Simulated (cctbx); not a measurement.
# Accept or mend?

Cell a = 4.8590 Å, b = 9.7720 Å, c = 8.2520 Å, α = 90.00°, β = 125.02°, γ = 90.00°; space group P2_1/c (no. 14). The compound is CuP2Ru2O8.

Simulated single-crystal data (cctbx): Cu Kα, λ = 1.54184 Å, to d = 0.83 Å, 70 % of the full sphere, strongest reflection 20000 counts, noise from counting, a 3 % proportional error and a noise floor of 4 counts (s.d.); no absorption, and some extinction, which the refinements don't model.

An anisotropic refinement with weights 1/σ² prints:

```text
Rint 0.026, 578 unique reflections to 0.83 A
cycle     R1     wR2    GooF  max shift (A)
   1  0.0912  0.2403   7.500   0.01382
   2  0.0261  0.0684   2.134   0.00034
final R1 0.0261 wR2 0.0684 GooF 2.134  parameters 60  data/parameter 9.6
atom        x        y        z      Ueq    occ   su(xyz)  su(Uiso or U11)
Ru1    0.83380  0.87739  0.35351   0.0155  1.000  0.00013  0.0003
Cu1    0.00000  0.50000  0.50000   0.0276  1.000  0.00000  0.0006
P1     0.34567  0.67493  0.34669   0.0102  1.000  0.00032  0.0006
O1     0.91136  0.08147  0.33827   0.0168  1.000  0.00102  0.0021
O2     0.28749  0.17676  0.11114   0.0176  1.000  0.00105  0.0021
O3     0.20184  0.82696  0.31994   0.0258  1.000  0.00125  0.0026
O4     0.38347  0.61370  0.54549   0.0155  1.000  0.00109  0.0020
difference map: max 0.51 min -1.68 rms 0.21
Q1    0.0695  0.0265  0.7773    4    0.52  1.46 A from O1
Q2    0.2961  0.1317  0.7093    4    0.52  0.55 A from Ru1
Q3    0.1934  0.0631  0.6261    4    0.52  0.64 A from Ru1
Q4    0.0690  0.1115  0.6209    4    0.50  0.41 A from Ru1
Q5    0.1806  0.0988  0.9992    4    0.48  1.07 A from O2
Q6    0.2925  0.1493  0.9395    4    0.46  1.46 A from O2
```

Q: Accept it or mend it, and why?

Mend it. The fault: dispersion terms of the wrong wavelength (0.71073 Å). Against the right model at the same level, R1 goes from 0.0154 to 0.0261 and GooF from 1.08 to 2.13, U of Cu1 swells from 0.0166 to 0.0276 Å² and a hole of -1.7 e/Å³ opens. f′ and f″ must be those of the data's wavelength; the error mimics a mistyped heavy atom. The signs are weak, and the output alone doesn't single this fault out.

The compound is CuP2Ru2O8. The right model at the same level gives:

```text
Rint 0.026, 578 unique reflections to 0.83 A
cycle     R1     wR2    GooF  max shift (A)
   1  0.0561  0.1491   4.654   0.00993
   2  0.0154  0.0348   1.085   0.00001
final R1 0.0154 wR2 0.0348 GooF 1.085  parameters 60  data/parameter 9.6
atom        x        y        z      Ueq    occ   su(xyz)  su(Uiso or U11)
Ru1    0.83376  0.87736  0.35346   0.0185  1.000  0.00006  0.0002
Cu1    0.00000  0.50000  0.50000   0.0166  1.000  0.00000  0.0003
P1     0.34576  0.67482  0.34681   0.0111  1.000  0.00017  0.0003
O1     0.91102  0.08150  0.33758   0.0166  1.000  0.00053  0.0011
O2     0.28787  0.17636  0.11141   0.0161  1.000  0.00052  0.0010
O3     0.20162  0.82704  0.31911   0.0251  1.000  0.00063  0.0013
O4     0.38393  0.61314  0.54587   0.0151  1.000  0.00055  0.0010
difference map: max 0.44 min -0.55 rms 0.13
Q1    0.0949  0.0347  0.3228    4    0.46  1.07 A from O1
Q2    0.2079  0.2399  0.8170    4    0.42  1.73 A from Ru1
Q3    0.3728  0.2110  0.0811    4    0.41  0.68 A from O2
Q4    0.4564  0.5200  0.1352    4    0.41  2.01 A from O1
Q5    0.3642  0.7261  0.0194    4    0.39  1.46 A from O3
Q6    0.0225  0.0156  0.7645    4    0.39  1.42 A from O1
```

This is a model crystal, built by substitution and not relaxed, with assumed displacement parameters.

[Middle refinement cycles are left out of these outputs.]

[Logs are printed without paths, hosts, clocks, repeated set-up lines and the standing remarks that a program may print on its own settings, such as how far it seeks lower states.]
